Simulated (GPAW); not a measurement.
# Ballistic transport through a Pt chain with a Zn atom bridging one bond, cheap and dear, part 2 of 2

How well does a Pt chain with a Zn atom bridging one bond conduct at low bias, and how far do basis and functional move the answer?

GPAW 26.7.0; GPAW LCAO, PAW setups; Landauer transmission from Green's functions with principal layers (ASE), zero bias.

So far, transmission at the Fermi level (one spin): step 2 (GPAW, dzp, PBE, GPAW) 3.25; step 3 (basis szp(dzp), PBE, GPAW) 3.28; step 4 (basis sz(dzp), PBE, GPAW) 3.26; step 5 (revPBE) 3.24.

## Step 8: Temperature 30

Temperature enters only through the Fermi window.

This step: GPAW LCAO, PAW setups; Landauer transmission from Green's functions with principal layers (ASE), zero bias (GPAW 26.7.0).

run.py reads:

```python
import json
import numpy as np
from ase import Atoms
from ase.transport.calculators import TransportCalculator
from gpaw import GPAW, FermiDirac
from gpaw.lcao.tools import get_lcao_hamiltonian
from scipy.linalg import eigh

# The junction with lead layers at both ends, along the third cell vector
device = Atoms(
    ['Pt', 'Pt', 'Pt', 'Pt', 'Pt', 'Pt', 'Pt', 'Zn', 'Pt', 'Pt', 'Pt', 'Pt', 'Pt', 'Pt', 'Pt'],
    positions=[
        [4.50000, 4.50000, 1.20000],
        [4.50000, 4.50000, 3.60000],
        [4.50000, 4.50000, 6.00000],
        [4.50000, 4.50000, 8.40000],
        [4.50000, 4.50000, 10.80000],
        [4.50000, 4.50000, 13.20000],
        [4.50000, 4.50000, 15.60000],
        [6.56875, 4.50000, 16.90000],
        [4.50000, 4.50000, 18.20000],
        [4.50000, 4.50000, 20.60000],
        [4.50000, 4.50000, 23.00000],
        [4.50000, 4.50000, 25.40000],
        [4.50000, 4.50000, 27.80000],
        [4.50000, 4.50000, 30.20000],
        [4.50000, 4.50000, 32.60000]],
    cell=[[9.0, 0.0, 0.0], [0.0, 9.0, 0.0], [0.0, 0.0, 33.8]],
    pbc=True)

# One principal layer of the lead: the first 5 atoms of the device
lead = Atoms(
    ['Pt', 'Pt', 'Pt', 'Pt', 'Pt'],
    positions=[
        [4.50000, 4.50000, 1.20000],
        [4.50000, 4.50000, 3.60000],
        [4.50000, 4.50000, 6.00000],
        [4.50000, 4.50000, 8.40000],
        [4.50000, 4.50000, 10.80000]],
    cell=[[9.0, 0.0, 0.0], [0.0, 9.0, 0.0], [0.0, 0.0, 12.0]],
    pbc=True)

settings = dict(mode='lcao', basis='dzp', xc='PBE', h=0.2,
                occupations=FermiDirac(0.1), maxiter=250,
                mixer=dict(beta=0.1, nmaxold=8, weight=100.0),
                convergence=dict(density=0.0001))
energies = np.arange(-3, 3 + 1e-9, 0.075)
eta = 0.0001
n1, n2 = 1, 1
# k and -k transmit alike, so half of the mesh across the current serves
mesh = [(i, j) for i in range(n1) for j in range(n2) if (i, j) <= (-i % n1, -j % n2)]
weights = np.array([1 if (i, j) == (-i % n1, -j % n2) else 2 for i, j in mesh]) / (n1 * n2)

# [... helper functions left out ...]
fermi_lead = ground_state(lead, (1, 1, 10), 'lead.txt')
fermi_device = ground_state(device, (1, 1, 3), 'device.txt')
# [... loop over the mesh left out, but for ...]
        # Shift the lead onto the potential of the device's first layer
        shift = ((H[:, 0, 0] - H0[:, 0, 0]) / S0[0, 0]).real.mean()
# [...]
kT = 8.617333e-5 * 30
bias = [0.1, 0.2, 0.5, 1.0, 1.5, 2.0]
# [... integrals and printing left out ...]
```

Command:

```
OMP_NUM_THREADS=1 OPENBLAS_NUM_THREADS=1 python run.py
```

The log of the run:

```text
basis functions: device 399, principal layer 135
Fermi level: lead -4.5367 eV, device -4.2955 eV; lead shifted by 0.0004 eV
largest coupling past the next layer 8.09e-06 eV, largest misfit of the first layer 0.135 eV
  E-E_F (eV)   T (one spin)  [channel counts left out]
    -3.000    1.7466e+00
    -2.925    1.7987e+00
    -2.850    1.8643e+00
    -2.775    1.9436e+00
    -2.700    2.0320e+00
    -2.625    2.1230e+00
    -2.550    2.2105e+00
    -2.475    2.2902e+00
    -2.400    2.3603e+00
    -2.325    2.4205e+00
    -2.250    2.4715e+00
    -2.175    2.5143e+00
    -2.100    2.5503e+00
    -2.025    2.5804e+00
    -1.950    2.6054e+00
    -1.875    2.6257e+00
[...]
2.475    9.9373e-01
     2.550    9.9230e-01
     2.625    9.9060e-01
     2.700    9.8854e-01
     2.775    9.8601e-01
     2.850    9.8281e-01
     2.925    9.7856e-01
     3.000    9.7251e-01
conductance at 30 K: 3.2503 G0 a cell; thermopower 0.2763 uV/K
current from the zero-bias T(E) at 0.1 V: 25.139 uA
current from the zero-bias T(E) at 0.2 V: 50.151 uA
current from the zero-bias T(E) at 0.5 V: 122.9 uA
current from the zero-bias T(E) at 1.0 V: 234.07 uA
current from the zero-bias T(E) at 1.5 V: 335.65 uA
current from the zero-bias T(E) at 2.0 V: 431.08 uA
```

Wall time 79 s (1 thread of AMD EPYC 9R45, shared host); peak memory 1.4 GiB.

Numbers from this step:

```yaml
conductance: 3.250 G₀
largest_coupling_past_the_next_principal_layer: 8.09e-6 eV
largest_misfit_of_the_first_principal_layer: 0.1352 eV
shift_that_aligns_the_lead: 4.45e-4 eV
transmission_at_the_fermi_level_one_spin: 3.251
```

One spin. The transmission, zone mean by energy, zero at the Fermi level:

```csv
energy (eV),"transmission, zone mean"
-3.00,1.75
-2.77,1.94
-2.55,2.21
-2.40,2.36
-2.17,2.51
-1.95,2.61
-1.73,2.65
-1.57,2.81
-1.50,3.46
-1.35,3.48
-1.12,4.73
-0.90,3.95
-0.75,3.81
-0.53,3.73
-0.30,3.50
-0.07,3.32
0.00,3.25
0.07,3.14
0.30,2.31
0.53,1.74
0.75,0.919
0.90,0.968
1.12,0.989
1.35,0.996
1.57,0.999
1.73,0.999
1.95,0.999
2.17,0.998
2.40,0.995
2.55,0.992
2.77,0.986
3.00,0.973
```

Not self-consistent under bias; the bias window is split evenly. Table of current through one cell, from the zero-bias transmission by bias:

```csv
bias (V),"current through one cell, from the zero-bias transmission (μA)"
0.100,25.1
0.200,50.2
0.500,123
1.000,234
1.500,336
2.000,431
```

The transmission of the three most open eigenchannels by energy, zero at the Fermi level:

```csv
energy (eV),channel 1,channel 2,channel 3
-3.0000,0.944,0.798,0.00482
-2.7750,0.947,0.862,0.134
-2.4750,0.949,0.893,0.448
-2.2500,0.949,0.904,0.619
-2.0250,0.945,0.913,0.722
-1.7250,0.930,0.918,0.799
-1.5000,0.997,0.980,0.872
-1.2750,0.992,0.845,0.837
-0.9750,0.924,0.891,0.891
-0.7500,0.931,0.911,0.901
-0.5250,0.936,0.927,0.921
-0.2250,0.956,0.945,0.860
0.0000,0.949,0.948,0.846
0.2250,0.935,0.922,0.696
0.5250,0.897,0.838,3.4e-4
0.7500,0.919,1.4e-6,6.5e-8
0.9750,0.978,1.4e-6,3.6e-12
1.2750,0.994,1.5e-6,0
1.5000,0.998,1.5e-6,0
1.7250,0.999,1.5e-6,0
2.0250,0.999,1.6e-6,0
2.2500,0.997,1.6e-6,0
2.4750,0.994,1.7e-6,0
2.7750,0.986,1.7e-6,0
3.0000,0.973,1.8e-6,1.1e-12
```

With these changes, and at 30 K in place of 200 K, the conductance is 3.25 G₀ against 3.24 in the dzp run; T at the Fermi level, which temperature doesn't enter, is 3.25 against 3.25.

## Step 9: Temperature 700

Temperature enters only through the Fermi window.

run.py: that of step 8 with these lines changed.

```diff
@@ -60,3 +60,3 @@
 # [...]
-kT = 8.617333e-5 * 30
+kT = 8.617333e-5 * 700
 bias = [0.1, 0.2, 0.5, 1.0, 1.5, 2.0]
```

The log of the run:

```text
basis functions: device 399, principal layer 135
Fermi level: lead -4.5367 eV, device -4.2955 eV; lead shifted by 0.0004 eV
largest coupling past the next layer 8.09e-06 eV, largest misfit of the first layer 0.135 eV
  E-E_F (eV)   T (one spin)  [channel counts left out]
    -3.000    1.7466e+00
    -2.925    1.7987e+00
    -2.850    1.8643e+00
    -2.775    1.9436e+00
    -2.700    2.0320e+00
    -2.625    2.1230e+00
    -2.550    2.2105e+00
    -2.475    2.2902e+00
    -2.400    2.3603e+00
    -2.325    2.4205e+00
    -2.250    2.4715e+00
    -2.175    2.5143e+00
    -2.100    2.5503e+00
    -2.025    2.5804e+00
    -1.950    2.6054e+00
    -1.875    2.6257e+00
[...]
2.475    9.9373e-01
     2.550    9.9230e-01
     2.625    9.9060e-01
     2.700    9.8854e-01
     2.775    9.8601e-01
     2.850    9.8281e-01
     2.925    9.7856e-01
     3.000    9.7251e-01
conductance at 700 K: 3.2062 G0 a cell; thermopower 8.091 uV/K
current from the zero-bias T(E) at 0.1 V: 24.82 uA
current from the zero-bias T(E) at 0.2 V: 49.507 uA
current from the zero-bias T(E) at 0.5 V: 121.58 uA
current from the zero-bias T(E) at 1.0 V: 233.17 uA
current from the zero-bias T(E) at 1.5 V: 334.9 uA
current from the zero-bias T(E) at 2.0 V: 432.5 uA
```

It took 79 s on 1 thread; peak memory 1.4 GiB.

This step gave:

```yaml
conductance: 3.206 G₀
```

One spin. The transmission, zone mean by energy, zero at the Fermi level:

energy (eV), transmission, zone mean and a bar from the least value:
```
    -3.00       1.75 #######
    -2.85       1.86 #######
    -2.70       2.03 #########
    -2.55       2.21 ##########
    -2.33       2.42 ############
    -2.17       2.51 #############
    -2.02       2.58 #############
    -1.88       2.63 #############
    -1.73       2.65 ##############
    -1.57       2.81 ###############
    -1.50       3.46 ####################
    -1.35       3.48 ####################
    -1.20       4.57 #############################
    -1.12       4.73 ##############################
    -1.05       4.59 #############################
    -0.90       3.95 ########################
    -0.75       3.81 #######################
    -0.60       3.68 ######################
    -0.38       3.69 ######################
    -0.23       3.40 ####################
    -0.07       3.32 ###################
     0.00       3.25 ##################
     0.07       3.14 #################
     0.23       2.74 ##############
     0.38       2.05 #########
     0.60       1.68 ######
     0.75       0.92 
     0.90       0.97 
     1.05       0.98 #
     1.20       0.99 #
     1.35       1.00 #
     1.57       1.00 #
     1.73       1.00 #
     1.88       1.00 #
     2.02       1.00 #
     2.17       1.00 #
     2.33       1.00 #
     2.55       0.99 #
     2.70       0.99 #
     2.85       0.98 #
     3.00       0.97
```

Not self-consistent under bias; the bias window is split evenly. Table of current through one cell, from the zero-bias transmission by bias:

```csv
bias (V),"current through one cell, from the zero-bias transmission (μA)"
0.100,24.8
0.200,49.5
0.500,122
1.000,233
1.500,335
2.000,432
```

Transmission of the three most open eigenchannels against energy, zero at the Fermi level:

```csv
energy (eV),channel 1,channel 2,channel 3
-3.00,0.944,0.798,0.00482
-2.77,0.947,0.862,0.134
-2.55,0.949,0.888,0.373
-2.40,0.949,0.898,0.514
-2.17,0.948,0.907,0.659
-1.95,0.943,0.916,0.746
-1.73,0.930,0.918,0.799
-1.57,0.970,0.959,0.885
-1.35,0.997,0.915,0.798
-1.12,0.978,0.943,0.917
-0.90,0.913,0.912,0.892
-0.75,0.931,0.911,0.901
-0.53,0.936,0.927,0.921
-0.30,0.955,0.941,0.876
-0.07,0.953,0.949,0.859
0.00,0.949,0.948,0.846
0.07,0.946,0.940,0.823
0.30,0.925,0.909,0.470
0.53,0.897,0.838,3.4e-4
0.75,0.919,1.4e-6,6.5e-8
0.90,0.968,1.4e-6,2.5e-11
1.12,0.989,1.4e-6,0
1.35,0.996,1.5e-6,0
1.57,0.999,1.5e-6,0
1.73,0.999,1.5e-6,0
1.95,0.999,1.6e-6,0
2.17,0.998,1.6e-6,0
2.40,0.995,1.7e-6,0
2.55,0.992,1.7e-6,0
2.77,0.986,1.7e-6,0
3.00,0.973,1.8e-6,1.1e-12
```

With these changes, and at 700 K in place of 200 K, the conductance is 3.21 G₀ against 3.24 in the dzp run; T at the Fermi level, which temperature doesn't enter, is 3.25 against 3.25.

## Step 10: Outcome

* conductance: 3.24 G₀
* transmission at the Fermi level, mean of the spins: 3.25
* thermopower: 1.85 μV/K

In the dzp basis the junction conducts 3.24 G₀ at 200 K, with T = 3.25 a spin at the Fermi level; the sz basis reaches that conductance within 10 %. At the Fermi level the three most open eigenchannels pass 0.95, 0.95 and 0.85. Measured against the first run (dzp), the nearest curve is that of dzp-revPBE (r.m.s. 0.029) and the farthest that of sz (0.13). Over the compared runs wall time goes from 45 s (sz) to 85 s (dzp-revPBE), on a shared host. The geometry was built from estimated bond lengths and not relaxed, so the numbers describe this model structure. The run had no spin polarisation, so a magnetic state, which chains and small molecules with open shells often have, wasn't tested. Spin-orbit coupling is left out, which matters for the heavy atoms here. An evenly spaced straight chain is an idealisation: free chains tend to dimerise, zigzag or, where a band edge lies near the Fermi level, turn magnetic. The currents use the zero-bias T(E) throughout, which holds only while the bias is small against the distance to the nearest feature. The energy step is wider than the thermal energy, so the conductance and thermopower rest on interpolation of T(E).

[Logs are printed without paths, hosts, clocks, repeated set-up lines and the standing remarks that a program may print on its own settings, such as how far it seeks lower states.]

[Hosts, paths, dates, database ids (printed as entryN), source tags and the programs' standing remarks are cut or masked in the printed files.]
